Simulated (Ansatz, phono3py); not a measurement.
# KBr (Fm-3m): lattice thermal conductivity, part 4 of 4

How well does the lattice of KBr conduct heat?

Measurements to reproduce:
- thermal conductivity 3.4 W/m/K near room temperature (given in “Combining the AFLOW GIBBS and Elastic Libraries to efficiently and robustly screen thermo-mechanical properties of solids”, 2017, arXiv:1611.05714)
- thermal conductivity 3.4 W/m/K near room temperature (given in “Predicting the lattice thermal conductivity of solids by solving the Boltzmann transport equation: AFLOW - AAPL an automated, accurate and efficient framework”, 2017, arXiv:1611.05481)

Ansatz 0.2.0; DFT LDA, scalar-relativistic, plane waves, PAW.

So far, κ at 300 K (relaxation time) (W/m/K): step 6 (a cheap rung, k-mesh 6×6×6, q-mesh of the transport sums …) 4.81. The relaxed cell has a = 6.372 Å (conventional setting).

### Step 7. A cheap rung, k-mesh 4×4×4, q-mesh of the transport sums 17×17×17

A small supercell and a short cutoff cost little, and show how far such settings carry.

File input.yaml:

```yaml
crystal:
  lattice:
    - [0.0, 3.1858005734, 3.1858005734]
    - [3.1858005734, 0.0, 3.1858005734]
    - [3.1858005734, 3.1858005734, 0.0]
  atoms:
    - { symbol: K, position: [0.0, 0.0, 0.0] }
    - { symbol: Br, position: [0.5, 0.5, 0.5] }
kpoints:
  mp_grid: { grid: [4, 4, 4] }
hamiltonian:
  xc: lda
scf:
  occupations: { method: fixed }
output:
  eigenvalues: true
phonons:
  method: fd
  dielectric: true
  qmesh: [4, 4, 4]
  temperatures: { t_max: 1000, t_step: 50 }
  qpath:
    path:
      - [[0.0, 0.0, 0.0], [0.5, 0.0, 0.5], [0.625, 0.25, 0.625]]
      - [[0.375, 0.375, 0.75], [0.0, 0.0, 0.0], [0.5, 0.5, 0.5], [0.5, 0.25, 0.75], [0.5, 0.0, 0.5]]
    npoints: 10
  third_order: { supercell: [2, 2, 2], pair_cutoff: 3.336 }
  lattice_thermal_conductivity:
    qmesh: [17, 17, 17]
    temperatures: [100.0, 150.0, 200.0, 300.0, 400.0, 500.0]
    isotope_mass_variance:
      - { species: Br, variance: 0.0001563 }
      - { species: K, variance: 0.000164 }
```

The run is started by

```
$ ansatz run input.yaml --threads 4 --pin off --max-ram 16384MiB --backend cpu --events-out ev --progress --plain --runs-dir out
```

Numbers of over 12 decimals in the logs are rounded to 6 here.

Output:

```text
[...]
Crystal: 8 atoms, lattice volume = 258.670 Å³
Basis set: ecut = 420 eV, 5037 PW (Γ), FFT grids on a1, a2, −2a1−2a2+a3
Bands: 40, of which v1, the nominal top of the filled ones, is band 32 counted from 1 (31 counted from 0)
Symmetry: 32 space group operations
k-points: 9 of 16
[...]
SCF iter   1: F=—  HF=-16774.548387 eV  |F-HF|=—  |Δ(HF+E_count)|=         —  Δρ=3.39e-8  dr2=2.95e-12  ethr=1.00e-12  ⟨swp⟩=3.0  Hψ=974  notcnv=0
[...]
SCF iter   2: F=-16774.548387 eV  HF=-16774.548387 eV  |F-HF|=7.28e-12  |Δ(HF+E_count)|=    0.00e0  Δρ=1.08e-8  dr2=1.68e-13  ethr=1.00e-12  ⟨swp⟩=3.6  Hψ=960  notcnv=0
SCF 1 converged in 2 iterations: F = -16774.548387 eV  dr2 = 1.68e-13
[...]
Crystal: 2 atoms, lattice volume = 64.667 Å³
Basis set: ecut = 420 eV, 1243 PW (Γ), exchange–correlation on 64×64×64 points (8 copies of the dense FFT grid, shifted against one another)
Bands: 12, of which v1, the nominal top of the filled ones, is band 8 counted from 1 (7 counted from 0)
Symmetry: 48 space group operations
k-points: 13 of 64 (irreducible under 8 space group operations, time reversal used)
[...]
SCF iter   7: F=-4193.637096 eV  HF=-4193.637096 eV  |F-HF|=3.91e-11  |Δ(HF+E_count)|=  4.82e-11  Δρ=3.32e-7  dr2=4.55e-11  ethr=1.00e-12  ⟨swp⟩=5.5  Hψ=634  notcnv=0
SCF 2 converged in 7 iterations: F = -4193.637096 eV  dr2 = 4.55e-11
[...]
── the response to a field inside a basis, on 4×4×4 k-points: an SCF that follows is theirs, and a resumed run solves both again ──
Bands: 9, of which v1, the nominal top of the filled ones, is band 8 counted from 1 (7 counted from 0)
k-points: 10 of 64 (irreducible under 12 space group operations)
[...]
Eigensolver: Dense (10 Hₖ)
SCF iter   1: F=—  HF=-4193.637520 eV  |F-HF|=—  |Δ(HF+E_count)|=         —  Δρ=5.15e-5  dr2=1.52e-6  ethr=1.00e-1
[...]
SCF iter   2: F=-4193.637520 eV  HF=-4193.637520 eV  |F-HF|=1.01e-7  |Δ(HF+E_count)|=   7.07e-8  Δρ=2.51e-5  dr2=9.82e-8  ethr=9.52e-9
SCF 1 converged in 2 iterations: F = -4193.637520 eV  dr2 = 9.82e-8
[...]
Symmetry: 1 space group operations
k-points: 10 of 16 (time reversal used)
[...]
SCF iter   7: F=-16774.548380 eV  HF=-16774.548380 eV  |F-HF|=3.64e-12  |Δ(HF+E_count)|=  3.64e-12  Δρ=2.75e-8  dr2=4.65e-12  ethr=1.00e-12  ⟨swp⟩=5.5  Hψ=1702  notcnv=0
SCF 2 converged in 7 iterations: F = -16774.548380 eV  dr2 = 4.65e-12
[...]
SCF iter   6: F=-16774.548381 eV  HF=-16774.548381 eV  |F-HF|=0.00e0  |Δ(HF+E_count)|=  1.09e-11  Δρ=2.20e-8  dr2=1.62e-12  ethr=1.00e-12  ⟨swp⟩=5.0  Hψ=1667  notcnv=0
SCF 3 converged in 6 iterations: F = -16774.548381 eV  dr2 = 1.62e-12
Basis set: ecut = 420 eV, 5031 PW (Γ), FFT grids on a1, a2, −a1+2a2+a3
Symmetry: 16 space group operations
k-points: 7 of 16
SCF iter   1: F=—  HF=-16774.548392 eV  |F-HF|=—  |Δ(HF+E_count)|=         —  Δρ=2.21e-8  dr2=9.44e-13  ethr=1.00e-12  ⟨swp⟩=3.0  Hψ=764  notcnv=0
[...]
SCF iter   2: F=-16774.548392 eV  HF=-16774.548392 eV  |F-HF|=7.28e-12  |Δ(HF+E_count)|=  3.64e-12  Δρ=8.00e-9  dr2=6.85e-14  ethr=1.00e-12  ⟨swp⟩=3.0  Hψ=724  notcnv=0
SCF 4 converged in 2 iterations: F = -16774.548392 eV  dr2 = 6.85e-14
Symmetry: 2 space group operations
k-points: 7 of 16 (time reversal used)
[...]
SCF iter   6: F=-16774.548385 eV  HF=-16774.548385 eV  |F-HF|=3.64e-12  |Δ(HF+E_count)|=  4.73e-11  Δρ=4.57e-8  dr2=5.86e-12  ethr=1.00e-12  ⟨swp⟩=5.1  Hψ=1397  notcnv=0
SCF 5 converged in 6 iterations: F = -16774.548385 eV  dr2 = 5.86e-12
[...]
SCF 6 converged in 7 iterations: F = -16774.548386 eV  dr2 = 1.28e-12
[...]
SCF 7 converged in 6 iterations: F = -16774.548386 eV  dr2 = 1.10e-12
[...]
SCF 8 converged in 3 iterations: F = -16774.548386 eV  dr2 = 2.17e-13
[...]
SCF 9 converged in 6 iterations: F = -16774.548386 eV  dr2 = 1.51e-12
[...]
SCF 10 converged in 3 iterations: F = -16774.548386 eV  dr2 = 2.01e-13
Basis set: ecut = 420 eV, 5075 PW (Γ), FFT grids on a1, a2, −2a1+2a2+a3
Symmetry: 64 space group operations
k-points: 6 of 16
[...]
SCF 11 converged in 2 iterations: F = -16774.548387 eV  dr2 = 1.56e-13
[...]
SCF 12 converged in 6 iterations: F = -16774.548381 eV  dr2 = 5.45e-12
[...]
SCF 13 converged in 6 iterations: F = -16774.548381 eV  dr2 = 1.03e-12
Basis set: ecut = 420 eV, 5021 PW (Γ), FFT grids on a1, a2, 2a1−a2+a3
k-points: 5 of 16
[...]
SCF 14 converged in 2 iterations: F = -16774.548392 eV  dr2 = 1.86e-13
[...]
SCF 15 converged in 6 iterations: F = -16774.548385 eV  dr2 = 4.15e-12
[...]
SCF 16 converged in 6 iterations: F = -16774.548385 eV  dr2 = 1.41e-12
[...]
SCF 17 converged in 3 iterations: F = -16774.548385 eV  dr2 = 2.06e-13
Basis set: ecut = 420 eV, 5059 PW (Γ), FFT grids on a1, a2, −a1−a2+a3
k-points: 4 of 16
[...]
SCF 18 converged in 2 iterations: F = -16774.548397 eV  dr2 = 1.69e-13
[...]
SCF 19 converged in 6 iterations: F = -16774.548390 eV  dr2 = 4.02e-12
[...]
SCF 20 converged in 6 iterations: F = -16774.548391 eV  dr2 = 1.10e-12
Crystal: 16 atoms, lattice volume = 517.340 Å³
Basis set: ecut = 420 eV, 10081 PW (Γ)
Bands: 80, of which v1, the nominal top of the filled ones, is band 64 counted from 1 (63 counted from 0)
Symmetry: 96 space group operations
k-points: 4 of 8
[...]
SCF 21 converged in 7 iterations: F = -33549.096776 eV  dr2 = 2.09e-10
[...]
Symmetry: 6 space group operations
[...]
SCF 22 converged in 7 iterations: F = -33549.095813 eV  dr2 = 3.17e-10
k-points: 6 of 8
[...]
SCF 23 converged in 7 iterations: F = -33549.093733 eV  dr2 = 8.92e-11
[...]
SCF 24 converged in 7 iterations: F = -33549.095962 eV  dr2 = 5.92e-10
k-points: 8
[...]
SCF 25 converged in 7 iterations: F = -33549.094918 eV  dr2 = 6.67e-10
[...]
SCF 26 converged in 6 iterations: F = -33549.095267 eV  dr2 = 7.40e-10
[...]
SCF 27 converged in 7 iterations: F = -33549.094456 eV  dr2 = 2.57e-10
[...]
SCF 28 converged in 6 iterations: F = -33549.094873 eV  dr2 = 9.39e-10
[...]
SCF 29 converged in 7 iterations: F = -33549.095298 eV  dr2 = 4.80e-11
[...]
SCF 30 converged in 7 iterations: F = -33549.094918 eV  dr2 = 6.48e-10
[...]
SCF 31 converged in 6 iterations: F = -33549.094867 eV  dr2 = 7.33e-10
[...]
SCF 32 converged in 7 iterations: F = -33549.094552 eV  dr2 = 2.27e-10
[...]
SCF 33 converged in 6 iterations: F = -33549.095858 eV  dr2 = 2.70e-10
[...]
SCF iter   6: F=-33549.093875 eV  HF=-33549.093875 eV  |F-HF|=3.64e-11  |Δ(HF+E_count)|=   3.02e-9  Δρ=2.41e-7  dr2=3.20e-10  ethr=1.00e-12  ⟨swp⟩=4.0  Hψ=1616  notcnv=0
SCF 34 converged in 6 iterations: F = -33549.093875 eV  dr2 = 3.20e-10
[...]
SCF iter   6: F=-33549.096000 eV  HF=-33549.096000 eV  |F-HF|=7.28e-12  |Δ(HF+E_count)|=   3.00e-9  Δρ=2.03e-7  dr2=2.34e-10  ethr=1.00e-12  ⟨swp⟩=4.7  Hψ=1612  notcnv=0
SCF 35 converged in 6 iterations: F = -33549.096000 eV  dr2 = 2.34e-10
[...]
SCF iter   6: F=-33549.094917 eV  HF=-33549.094917 eV  |F-HF|=2.18e-11  |Δ(HF+E_count)|=   9.20e-9  Δρ=3.25e-7  dr2=7.62e-10  ethr=1.00e-12  ⟨swp⟩=3.4  Hψ=2712  notcnv=0
SCF 36 converged in 6 iterations: F = -33549.094917 eV  dr2 = 7.62e-10
[...]
SCF iter   6: F=-33549.095298 eV  HF=-33549.095298 eV  |F-HF|=5.09e-11  |Δ(HF+E_count)|=   9.35e-9  Δρ=3.01e-7  dr2=6.86e-10  ethr=1.00e-12  ⟨swp⟩=3.5  Hψ=2071  notcnv=0
SCF 37 converged in 6 iterations: F = -33549.095298 eV  dr2 = 6.86e-10
[...]
SCF iter   6: F=-33549.094553 eV  HF=-33549.094553 eV  |F-HF|=6.55e-11  |Δ(HF+E_count)|=   1.15e-8  Δρ=3.72e-7  dr2=8.98e-10  ethr=1.00e-12  ⟨swp⟩=3.7  Hψ=2049  notcnv=0
SCF 38 converged in 6 iterations: F = -33549.094553 eV  dr2 = 8.98e-10
[...]
SCF iter   6: F=-33549.094866 eV  HF=-33549.094866 eV  |F-HF|=4.37e-11  |Δ(HF+E_count)|=   1.03e-8  Δρ=2.99e-7  dr2=6.95e-10  ethr=1.00e-12  ⟨swp⟩=3.8  Hψ=2775  notcnv=0
SCF 39 converged in 6 iterations: F = -33549.094866 eV  dr2 = 6.95e-10
[...]
SCF iter   6: F=-33549.095266 eV  HF=-33549.095266 eV  |F-HF|=8.73e-11  |Δ(HF+E_count)|=   8.22e-9  Δρ=3.69e-7  dr2=8.36e-10  ethr=1.00e-12  ⟨swp⟩=3.5  Hψ=1985  notcnv=0
SCF 40 converged in 6 iterations: F = -33549.095266 eV  dr2 = 8.36e-10
[...]
SCF iter   6: F=-33549.094918 eV  HF=-33549.094918 eV  |F-HF|=1.02e-10  |Δ(HF+E_count)|=   9.42e-9  Δρ=3.33e-7  dr2=8.12e-10  ethr=1.00e-12  ⟨swp⟩=3.6  Hψ=2846  notcnv=0
SCF 41 converged in 6 iterations: F = -33549.094918 eV  dr2 = 8.12e-10
[...]
SCF iter   6: F=-33549.094874 eV  HF=-33549.094874 eV  |F-HF|=2.11e-10  |Δ(HF+E_count)|=   9.84e-9  Δρ=3.37e-7  dr2=9.05e-10  ethr=1.00e-12  ⟨swp⟩=3.6  Hψ=2791  notcnv=0
SCF 42 converged in 6 iterations: F = -33549.094874 eV  dr2 = 9.05e-10
[...]
SCF iter   6: F=-33549.094455 eV  HF=-33549.094455 eV  |F-HF|=2.91e-11  |Δ(HF+E_count)|=   1.01e-8  Δρ=3.24e-7  dr2=7.82e-10  ethr=1.00e-12  ⟨swp⟩=3.7  Hψ=2087  notcnv=0
SCF 43 converged in 6 iterations: F = -33549.094455 eV  dr2 = 7.82e-10
SCF converged after 2 iterations
Free energy (F): -16774.548387 eV
[...]
Internal energy: -16774.548387 eV  (E = F + TS)
E sigma→0 (E₀):  -16774.548387 eV
Fermi energy:    1.556469 eV
[...]
--- Band table (eV; the first three rows and the last of 9) ---
  k-point 0: bands = [... 28 lower, 1.2223, 1.5565, 1.5565, 1.5565, 5.8767, 6.9715, 8.4912, 8.4912, ... 4 higher]
  k-point 1: bands = [... 28 lower, 1.3181, 1.3181, 1.3181, 1.3181, 7.2466, 7.2466, 7.9307, 7.9307, ... 4 higher]
  k-point 2: bands = [... 28 lower, 1.3599, 1.3599, 1.3599, 1.3599, 7.4772, 7.4772, 7.7026, 7.7026, ... 4 higher]
  k-point 8: bands = [... 28 lower, 1.1035, 1.1035, 1.1035, 1.1035, 8.0209, 8.0209, 8.7527, 8.7527, ... 4 higher]
--- Phonons: 15 displaced members + 5 references (amplitude of the first 0.0025 Å, Σ member SCF iterations 83) ---
  ASR residual: 7.693e-4 → 0.000e0 eV/Å²; symmetrization residual: 1.572e-4 eV/Å²
  largest component of a force at the reference: 2.0e-28 eV/Å
  ASR residual per site (eV/Å²): 8.75e-5 7.69e-4
  Γ frequencies (cm⁻¹): 0.00 0.00 0.00 129.84 129.84 129.84
  Unit cell's response to a homogeneous field: 3 representative field directions (Σ response iterations 12)
  ε∞ (high-frequency dielectric tensor):
        2.758545     0.000000    -0.000000
        0.000000     2.758545     0.000000
       -0.000000     0.000000     2.758545
[...]
Born effective charges Z* (e; rows j = field, columns β = displacement):
    site 0:
         1.10096   -0.00000   -0.00000
        -0.00000    1.10096   -0.00000
        -0.00000    0.00000    1.10096
    site 1:
        -1.10096    0.00000    0.00000
         0.00000   -1.10096    0.00000
         0.00000   -0.00000   -1.10096
  Z* charge neutrality: 8.931e-4 e pre-enforcement
  solved inside a basis spanned on the 4×4×4 k-mesh, on 4×4×4 k-points, its susceptibility summed on 8×8×8: ε∞ is read to err by 5.7e-3, Z* by 1.0e-2 e; Z* is corrected for what the basis lacks
  optical modes at Γ without the LO–TO term, one row a degenerate level:
      ω (cm⁻¹)  modes    IR ((D/Å)²/amu)
        129.84      3             3.1956
  optical modes at Γ + LO–TO along q̂ = [1.0000, 0.0000, 0.0000]:
      ω (cm⁻¹)  modes    IR ((D/Å)²/amu)
        129.84      2             2.1304
        172.03      1             1.0652
  optical modes at Γ + LO–TO along q̂ = [0.0000, 1.0000, 0.0000]:
      ω (cm⁻¹)  modes    IR ((D/Å)²/amu)
        129.84      2             2.1304
        172.03      1             1.0652
  optical modes at Γ + LO–TO along q̂ = [0.0000, 0.0000, 1.0000]:
      ω (cm⁻¹)  modes    IR ((D/Å)²/amu)
        129.84      2             2.1304
        172.03      1             1.0652
--- Phonons (by wavevector): 8 wavevectors in 5 supercells ---
  supercell 1 (4 cells, vectors [1, 0, 0], [-1, 1, 1], [0, 0, 4] in multiples of the cell's): 2 displaced members by 0.0025 Å; free energy -16774.548387 eV; taken off its force constants: by the sum rule 1.1e-3, by the symmetrisation 1.0e-4 eV/Å²
[...]
q = [0.0000, 0.0000, 0.0000] (star 1, supercell 1; hermiticity 1.66e-21, symmetrization 1.63e-5): -0.00 -0.00 0.00 129.84 129.84 129.84
[...]
joined force constants: q→R imaginary residual 5.45e-18
[...]
38 force-constant blocks with the first atom in the home cell, fitted with 6 parameters over 4 symmetry orbits; no atom triplet left out
[...]
100.00           16.1086         16.2726           8          converged          6.545e-1
      150.00           10.3603         10.4715           8          converged          6.455e-1
      200.00            7.6948          7.7812           8          converged          6.412e-1
      300.00            5.1200          5.1806           8          converged          6.370e-1
      400.00            3.8567          3.9036           8          converged          6.350e-1
      500.00            3.1050          3.1433           8          converged          6.338e-1
```

Elapsed: 99 s, on 4 threads of Arm Neoverse V1, shared host; peak memory 1.3 GiB; 6.3 min of CPU time.

Numbers from this step:

* Γ frequencies: 0, 0, 0, 129.8, 129.8, 129.8 cm⁻¹ (negative: imaginary)
* zero-point energy: 0.03675 eV/cell
* highest frequency: 172 cm⁻¹
* Debye temperature from the second moment: 196 K
* κ at 300 K (relaxation time): 5.12 W/m/K
* κ at 300 K (full solution): 5.181 W/m/K
* mean free path at half of κ: 16.9 nm
* share of κ above the three lowest branches: 0.052
* largest relative sum-rule correction: 0.03087

W/m/K. Kappa, by row:

```
T (K)  RTA xx  RTA yy  RTA zz  full xx  full yy  full zz  coherence part xx  coherence part yy  coherence part zz     ending  iterations  least Ritz value
  100   16.11   16.11   16.11    16.27    16.27    16.27            0.02103            0.02103            0.02103  converged           8             0.655
  150   10.36   10.36   10.36    10.47    10.47    10.47            0.03068            0.03068            0.03068  converged           8             0.646
  200   7.695   7.695   7.695    7.781    7.781    7.781            0.03835            0.03835            0.03835  converged           8             0.641
  300    5.12    5.12    5.12    5.181    5.181    5.181            0.05075            0.05075            0.05075  converged           8             0.637
  400   3.857   3.857   3.857    3.904    3.904    3.904            0.06086            0.06086            0.06086  converged           8             0.635
  500   3.105   3.105   3.105    3.143    3.143    3.143            0.06943            0.06943            0.06943  converged           8             0.634
```

This rung gives 5.12 W/(m K) at 300 K by relaxation time, but with 16 atoms, 1 neighbour distance inside the cutoff and a 17×17×17 mesh it is a test, not the conductivity of the crystal.

### Step 8. Levels and costs side by side

Ladder, by row:

```
cells or q mesh  k mesh  pair cutoff  atoms in the supercell  q-mesh of the transport sums  κ at 300 K (relaxation time) (W/m/K)  κ at 300 K (full solution) (W/m/K)  core-minutes
          2x2x2   6x6x6        3.336                      16                      11×11×11                                 4.808                               4.819          13.4
          4x4x4   4x4x4        3.336                      16                      17×17×17                                  5.12                               5.181           6.3
```

### Step 9. Summary of results

```yaml
conductivity: not obtained on sound settings
```

No conductivity was obtained: no run with a large enough supercell and cutoff finished.

[Logs are printed without paths, hosts, clocks, repeated set-up lines and the standing remarks that a program may print on its own settings, such as how far it seeks lower states.]

[Hosts, paths, dates, database ids (printed as entryN), source tags and the programs' standing remarks are cut or masked in the printed files.]

[A step with changed settings may run another functional than the one named; its input shows which.]
